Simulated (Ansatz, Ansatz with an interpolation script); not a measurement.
Planning a run of Ansatz 0.2.0 on Na2WO4 (Fd-3m). The input:

```yaml
crystal:
  lattice:
    - [0.0, 4.56487, 4.56487]
    - [4.56487, 0.0, 4.56487]
    - [4.56487, 4.56487, 0.0]
  atoms:
    - { symbol: Na, position: [0.625, 0.625, 0.625] }
    - { symbol: Na, position: [0.125, 0.625, 0.625] }
    - { symbol: Na, position: [0.625, 0.625, 0.125] }
    - { symbol: Na, position: [0.625, 0.125, 0.625] }
    - { symbol: W, position: [0.0, 0.0, 0.0] }
    - { symbol: W, position: [0.25, 0.25, 0.25] }
    - { symbol: O, position: [0.887246, 0.887246, 0.887246] }
    - { symbol: O, position: [0.911738, 0.362754, 0.362754] }
    - { symbol: O, position: [0.887246, 0.887246, 0.338262] }
    - { symbol: O, position: [0.362754, 0.911738, 0.362754] }
    - { symbol: O, position: [0.338262, 0.887246, 0.887246] }
    - { symbol: O, position: [0.362754, 0.362754, 0.362754] }
    - { symbol: O, position: [0.887246, 0.338262, 0.887246] }
    - { symbol: O, position: [0.362754, 0.362754, 0.911738] }
kpoints:
  mp_grid: { grid: [4, 4, 4] }
hamiltonian:
  xc: pbesol
  pseudopotentials: { kind: paw, azcp: { folder: soft_1 }, xc_functional: pbe }
scf:
  occupations: { method: fixed }
gw:
  n_empty_bands: 793
  ecut_chi: 150.0
  qp_bands: [v24, c12]
  screening: { model: contour_deformation }
```

```sh
ansatz run input.yaml --threads 2 --pin off --max-ram 92160MiB --backend cuda --events-out ev --progress --plain --runs-dir out --devices 1 --max-vram 13GiB
```

**Question.** How long will it take on 1 × NVIDIA H100 80GB HBM3 (shared by 6 runs) with 2 threads of AMD EPYC 7R13 (Zen 3), shared host, and how much memory?

It took 1.7 min; on shared hardware allow 52 s to 3.5 min. Peak host memory was 2.3 GiB. The sizes that set the cost: 3719 plane waves a state, 8 irreducible k points, 849 bands summed, 821 plane waves in the screening and 9 SCF cycles.

The screening grows as filled bands × empty bands × pairs of k points, times the square of the screening basis for the matrix.

[Paths, hosts, dates, memory and timing lines, banners, echoed tables and standing remarks are left out of the program output.]

[Logs are printed without paths, hosts, clocks, repeated set-up lines and the standing remarks that a program may print on its own settings, such as how far it seeks lower states.]

[Runs of the session that timed out or met a known fault of the program may be left out.]

[Hosts, paths, dates, database ids (printed as entryN), source tags and the programs' standing remarks are cut or masked in the printed files.]
